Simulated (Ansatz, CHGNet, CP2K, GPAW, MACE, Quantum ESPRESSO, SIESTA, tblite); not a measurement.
# Codes compared on random packing of Si31O39C14H16 (at. %) (83 atoms)

Wanted: errors and costs of other methods on random packing of Si31O39C14H16 (at. %) (83 atoms). A plane-wave run serves as the reference.

Program: Quantum ESPRESSO 7.5. Level of theory: Kohn-Sham DFT, PBE, SSSP efficiency 1.3.0 pseudopotentials, plane waves. Values are calculated unless marked as measured.

**1. The system as given**

The cell holds 83 atoms: 26 Si, 32 O, 12 C and 13 H. Its edges and angles: a = 10.052 Å, b = 10.052 Å, c = 10.052 Å, α = 90.0°, β = 90.0°, γ = 90.0°. 83 atoms (26 Si, 32 O, 12 C, 13 H) packed at random in a cube at 2.29 g/cm³ and pushed apart as soft spheres; a start for melting by ab initio MD, not an equilibrated structure. Then every atom was moved at random, 0.03 Å r.m.s. a Cartesian component (hydrogen 0.6 of that).

**2. The reference run**

File pw.in:

```
&control
  calculation = 'scf'
  pseudo_dir = './pseudo'
  outdir = './tmp'
  disk_io = 'none'
  tprnfor = .true.
  tstress = .true.
/
&system
  ibrav = 0
  nat = 83
  ntyp = 4
  ecutwfc = 60
  ecutrho = 480
  nosym = .true.
  occupations = 'smearing'
  smearing = 'fd'
  degauss = 0.003675
/
&electrons
  conv_thr = 4.1e-07
  electron_maxstep = 100
  mixing_beta = 0.4
  mixing_mode = 'plain'
  diagonalization = 'david'
/
ATOMIC_SPECIES
Si 28.085 Si.upf
O 15.999 O.upf
C 12.011 C.upf
H 1.008 H.upf
CELL_PARAMETERS angstrom
10.05190 0.00000 0.00000
0.00000 10.05190 0.00000
0.00000 0.00000 10.05190
ATOMIC_POSITIONS crystal
Si 0.32963 0.68336 0.92186
Si 0.16151 0.16413 0.59123
Si 0.90829 0.27986 0.76941
Si 0.18453 0.52160 0.33826
Si 0.47877 0.78474 0.20318
Si 0.82064 0.59675 0.44293
Si 0.15524 0.95883 0.28654
Si 0.34309 0.50165 0.48420
Si 0.10484 0.89241 0.54332
Si 0.09615 0.50625 0.03552
Si 0.27630 0.36353 0.22535
Si 0.25325 0.72929 0.32775
[... 67 atom lines left out ...]
H 0.46595 0.55562 0.84332
H 0.43974 0.29877 0.51075
H 0.26192 0.16775 0.32216
H 0.93087 0.97748 0.31987
K_POINTS gamma
```

Command:

```console
$ OMP_NUM_THREADS=1 mpirun -np 4 pw.x -in pw.in > output.txt
```

What it wrote:

```text
Program PWSCF
     gamma-point specific algorithms are used
     one sub-group per band group will be used
     scalapack distributed-memory algorithm (size of sub-group:  2*  2 procs)
     Parallelization info
     sticks:   dense  smooth     PW     G-vecs:    dense   smooth      PW
     Min        3448    1718    432               304372   107518   13451
     Max        3449    1720    434               304377   107524   13454
     Sum       13793    6877   1733              1217501   430081   53811
     bravais-lattice index     =            0
     lattice parameter (alat)  =      18.9953  a.u.
     unit-cell volume          =    6853.9523 (a.u.)^3
     number of atoms/cell      =           83
     number of atomic types    =            4
     number of electrons       =       357.00
[... lines left out ...]
     scf convergence threshold =      4.1E-07
[... lines left out ...]
     number of k points=     1  Fermi-Dirac smearing, width (Ry)=  0.0037
[... lines left out ...]
     total energy              =   -1844.65688578 Ry
[... lines left out ...]
     total energy              =   -1836.59880119 Ry
[... lines left out ...]
     total energy              =   -1850.52909565 Ry
[... lines left out ...]
     total energy              =   -1855.31745713 Ry
[... lines left out ...]
     total energy              =   -1855.31745716 Ry
[... lines left out ...]
   -14.0126 -13.7622 -13.6287 -13.5822 -13.3481 -13.2430 -13.0174 -12.8865
   -12.8510 -12.8216 -12.6798 -12.4444 -12.2927 -12.1367 -12.0923 -12.0491
[...]
5.2339   5.2610   5.3144   5.3812   5.4926   5.5598   5.6354   5.6985
     5.7775   5.8081   5.8553   5.9731   5.9894   6.1341   6.1837   6.2444
     6.3268   6.3493   6.4729   6.5023   6.5931   6.6337   6.7104
     the Fermi energy is     4.5480 ev
!    total energy              =   -1855.31745701 Ry
     estimated scf accuracy    <       0.00000023 Ry
     smearing contrib. (-TS)   =      -0.02978604 Ry
     internal energy E=F+TS    =   -1855.28767097 Ry
     The total energy is F=E-TS. E is the sum of the following terms:
     one-electron contribution =    -486.85447826 Ry
     hartree contribution      =     435.48068418 Ry
     xc contribution           =    -447.27113460 Ry
     ewald contribution        =    -976.65931917 Ry
     one-center paw contrib.   =    -379.98342312 Ry
     convergence has been achieved in  48 iterations
     Forces acting on atoms (cartesian axes, Ry/au):
     atom    1 type  1   force =    -0.07468707   -0.01669778   -0.09375504
     atom    2 type  1   force =     0.13513276    0.04405845    0.00554056
     atom    3 type  1   force =    -0.13835144    0.04428981    0.08311606
[...]
atom   82 type  4   force =    -0.02298432   -0.01614286   -0.00131914
     atom   83 type  4   force =     0.00735279    0.02093308    0.01085339
     Total force =     1.134829     Total SCF correction =     0.000915
     Computing stress (Cartesian axis) and pressure
          total   stress  (Ry/bohr**3)                   (kbar)     P=     -124.23
  -0.00103309  -0.00002082   0.00020565         -151.97       -3.06       30.25
  -0.00002082  -0.00066633   0.00000504           -3.06      -98.02        0.74
   0.00020565   0.00000504  -0.00083402           30.25        0.74     -122.69
     Message from routine punch:
     Nothing written, as per user request (disk_io='none')
```

Wall time 4.4 min (4 MPI ranks of Arm Neoverse V2, shared host); peak memory 3.3 GiB; 18 min of CPU time.

Banners and routine set-up lines are dropped from the logs; longer cuts are marked.

Numbers from this run:

| Item | Value |
| --- | --- |
| r.m.s. force component | 1.849 eV/Å |
| longest force | 8.783 eV/Å |
| pressure | -12.42 GPa |

**3. The other programs**

The programs:
- CHGNet: machine-learned potential, published weights.
- CP2K 2026.2: Gaussian basis with GTH pseudopotentials and a plane-wave density; labels give functional, basis (MOLOPT sets; SR short-range, UZH the newer set with its own potentials), grid cutoff/relative cutoff and solver (OT: orbital transformation; TRS4, TC2, SIGN: linear-scaling purification with its sparsity filter), or its built-in tight binding.
- GPAW 26.7.0: PAW with atomic orbitals (LCAO), plane waves or a real-space grid of spacing h.
- MACE: machine-learned potential, published weights.
- Quantum ESPRESSO 7.5: plane waves; labels (QE) give functional, pseudopotential set and cutoffs of waves/density.
- SIESTA 5.4.2: numerical atomic orbitals, whose automatically made sets are far from complete, with PseudoDojo norm-conserving potentials that we converted to its format (checked against plane waves on the same files for H, C, O, Si, Ge and Ca alone); labels give functional, basis size, energy shift and mesh cutoff.

All use the same cell and atoms; the electronic-structure runs use the same k-mesh, and an electronic temperature of 580 K (0.05 eV) where levels are smeared.

Differences are against the plane-wave reference, forces as r.m.s. over components; share is that over the reference's r.m.s. force, slope the least-squares factor from reference forces to these. Total energies of different programs have different zeros and aren't compared.

```csv
run,"Δ force, r.m.s. (meV/Å)",share (%),slope,Δ pressure (GPa),cores,CPU time,memory (GiB)
reference,-,-,-,-,4,18 min,3.3
CHGNet 0.3.0 potential,587,31.7,0.981,-3.72,1,3.2 s,1.4
CHGNet r2SCAN potential,767,41.5,0.984,-4.61,1,3.6 s,1.4
"CP2K PBE+D3, DZVP-MOLOPT-SR, 600/50 Ry, diagonalisation",99.3,5.37,0.985,-1.25,4,11 min,3.4
"CP2K PBE, DZVP-MOLOPT-SR, 210/50 Ry, diagonalisation (coarse)",115,6.24,0.993,-0.134,2,7.4 min,0.8
"CP2K PBE, DZVP-MOLOPT-SR, 600/50 Ry, diagonalisation",89.3,4.83,0.991,-0.390,4,11 min,3.4
"CP2K PBE, DZVP-MOLOPT-SR, 840/50 Ry, diagonalisation",87.2,4.72,0.992,-0.395,4,13 min,5.2
"CP2K PBE, SZV-MOLOPT-SR, 600/50 Ry, diagonalisation (coarse)",1014,54.9,0.926,18.0,1,6.5 min,2.3
"CP2K PBE, TZV2P-MOLOPT, 600/50 Ry, diagonalisation",45.8,2.48,0.986,0.0614,4,49 min,4.7
"CP2K PBE, TZVP-MOLOPT, 600/50 Ry, diagonalisation",63.2,3.42,0.979,0.0892,4,43 min,4.3
"GPAW PBE, LCAO dzp, h 0.18 Å",157,8.50,0.970,-,1,4.4 min,1.3
"GPAW PBE, LCAO sz(dzp), h 0.18 Å (coarse)",1128,61.0,0.926,-,1,81 s,1.0
"GPAW PBE, grid h 0.2 Å",28.1,1.52,0.999,-,2,8.1 min,1.8
"GPAW RPBE, LCAO dzp, h 0.18 Å",172,9.31,0.972,-,1,4.5 min,1.3
MACE MPA-0 medium potential,461,25.0,0.940,-0.892,1,6.8 s,1.1
"QE PBE, sssp-1.3.0-efficiency, 30/240 Ry (coarse)",55.0,2.97,0.996,-21.9,2,6.7 min,1.2
"SIESTA PBE, DZP, shift 0.01 Ry, mesh 500 Ry",131,7.11,0.985,0.445,2,11 min,2.1
"SIESTA PBE, DZP, shift 0.02 Ry, mesh 500 Ry",155,8.37,1.010,-3.13,2,7.5 min,1.8
"SIESTA PBE, SZ, shift 0.01 Ry, mesh 500 Ry (coarse)",1282,69.3,1.011,17.0,1,3.7 min,0.9
"SIESTA PBE, SZP, shift 0.01 Ry, mesh 500 Ry (coarse)",468,25.3,1.045,3.71,2,10 min,1.9
```

Rows marked coarse use a setting chosen to be so.

Times of the machine-learned potentials are mostly Python's start and the loading of weights.

CPU time is summed over cores on a shared host, where runs went side by side, so it is rough. Symmetry, cutoffs, thresholds, outputs and thread counts weren't matched or tuned between programs; memory under MPI is the largest rank's times the ranks.

Runs without a result: CP2K GFN1-xTB, diagonalisation (not converged, the SCF not settling); tblite GFN2-xTB (not converged, the SCF not settling).

Mean charges by element (e), by run and scheme:

```csv
run,scheme,Si,O,C,H
"CP2K PBE+D3, DZVP-MOLOPT-SR, 600/50 Ry, diagonalisation",Mulliken,+0.23,-0.30,+0.07,+0.20
"CP2K PBE, DZVP-MOLOPT-SR, 600/50 Ry, diagonalisation",Mulliken,+0.23,-0.30,+0.07,+0.20
"CP2K PBE, DZVP-MOLOPT-SR, 840/50 Ry, diagonalisation",Mulliken,+0.23,-0.30,+0.07,+0.20
"CP2K PBE, TZV2P-MOLOPT, 600/50 Ry, diagonalisation",Mulliken,+0.44,-0.34,-0.15,+0.08
"CP2K PBE, TZVP-MOLOPT, 600/50 Ry, diagonalisation",Mulliken,+0.44,-0.34,-0.14,+0.09
"SIESTA PBE, DZP, shift 0.01 Ry, mesh 500 Ry",Hirshfeld,+0.17,-0.14,0.00,0.00
"SIESTA PBE, DZP, shift 0.02 Ry, mesh 500 Ry",Hirshfeld,+0.16,-0.12,+0.01,-0.02
```

Within one program, basis, potentials and functional, energies share a zero. Each run against its twin at the usual cutoff or grid and solver:

```csv
run,twin,Δ energy (meV/atom),"Δ force, r.m.s. (meV/Å)",CPU time over the twin's
"CP2K PBE, DZVP-MOLOPT-SR, 210/50 Ry, diagonalisation","DZVP-MOLOPT-SR, 600/50 Ry, diagonalisation",-6.49,81.2,0.69 (this twin ran on 4 cores)
"CP2K PBE, DZVP-MOLOPT-SR, 840/50 Ry, diagonalisation","DZVP-MOLOPT-SR, 600/50 Ry, diagonalisation",0.117,26.0,1.2
"QE PBE, sssp-1.3.0-efficiency, 30/240 Ry","sssp-1.3.0-efficiency, 60/480 Ry",327,55.0,0.38 (this twin ran on 4 cores)
```

**4. Outcome**

| Quantity | Value |
| --- | --- |
| reference r.m.s. force component | 1.85 eV/Å |
| nearest in forces | GPAW PBE, grid h 0.2 Å, 1.5 % |
| farthest in forces | SIESTA PBE, SZ, shift 0.01 Ry, mesh 500 Ry (coarse), 69 % |
| cheapest electronic-structure run beside the reference | GPAW PBE, LCAO sz(dzp), h 0.18 Å, 81 s of CPU time |

**Reading.** PBE on plane waves or a grid with other potentials, cutoffs or grids, coarse settings apart, differs from the reference by 1.5 % (GPAW PBE, grid h 0.2 Å) of the r.m.s. force; this holds the reference's own error, so differences of a few per cent don't tell which side is nearer the exact PBE result. The PBE runs in local orbitals, coarse settings apart, differ by 2.5 % (CP2K PBE, TZV2P-MOLOPT, 600/50 Ry, diagonalisation) to 8.5 % (GPAW PBE, LCAO dzp, h 0.18 Å); basis, grid and potentials can all enter. Machine-learned potentials differ by 25 % (MACE MPA-0 medium potential) to 41 % (CHGNet r2SCAN potential); they were trained on other programs' data, some at another functional. Rows with another functional or a dispersion term differ by 5.4 % (CP2K PBE+D3, DZVP-MOLOPT-SR, 600/50 Ry, diagonalisation) to 9.3 % (GPAW RPBE, LCAO dzp, h 0.18 Å), which mixes the change of model with differences of basis and potentials. Runs with settings chosen to be coarse differ by 3.0 % (QE PBE, sssp-1.3.0-efficiency, 30/240 Ry) to 69 % (SIESTA PBE, SZ, shift 0.01 Ry, mesh 500 Ry), their programs' other errors included. Of the electronic-structure runs that take under half the reference's CPU time, GPAW PBE, grid h 0.2 Å comes nearest, at 1.5 % in 8.1 min against 18 min. In pressure, QE PBE, sssp-1.3.0-efficiency, 30/240 Ry misses by -21.9 GPa, at the same functional; a cutoff this low leaves a large Pulay stress. Charges hang on scheme and program or settings: among these rows the mean for Si runs from +0.16 to +0.44 e. In the reference: levels near the Fermi energy are neither full nor empty under the smearing, so no gap is quoted. The reference's pressure holds the uncorrected Pulay stress of its 60 Ry basis, so small pressure differences, and their order, may be the reference's own error. The electron count is odd in these runs, and they have no spin polarisation, so the unpaired electron is spread evenly over both spins. Machine-learned potentials mimic data converged in k, so the reference's own k-point error enters their differences. The reference's stress is far from hydrostatic: its diagonal is -15.2, -9.8, -12.3 GPa, compression counted positive. The reference's pressure of -12 GPa belongs to unrelaxed atoms and would change as they relax. The electronic-structure runs sample only Γ, in a cell whose shortest periodic width is 10 Å, which is coarse for a cell with partly filled levels.

[Long decimals in the printed logs are rounded to 6 places.]

[Also dropped from logs without a mark: lines with file paths, logging warnings of Python, QE's lines on negative density and diagonalisation, SIESTA's first energy breakdown, zero terms and Voronoi charges.]

[Logs are printed without paths, hosts, clocks, repeated set-up lines and the standing remarks that a program may print on its own settings, such as how far it seeks lower states.]

[Hosts, paths, dates, database ids (printed as entryN), source tags and the programs' standing remarks are cut or masked in the printed files.]

[Not all failed runs are listed: runs killed by the host, ended in a Python traceback or in CONQUEST's support-function errors, and SIESTA runs with faulty potentials for Cu, Fe, Ni or Zn are left out.]
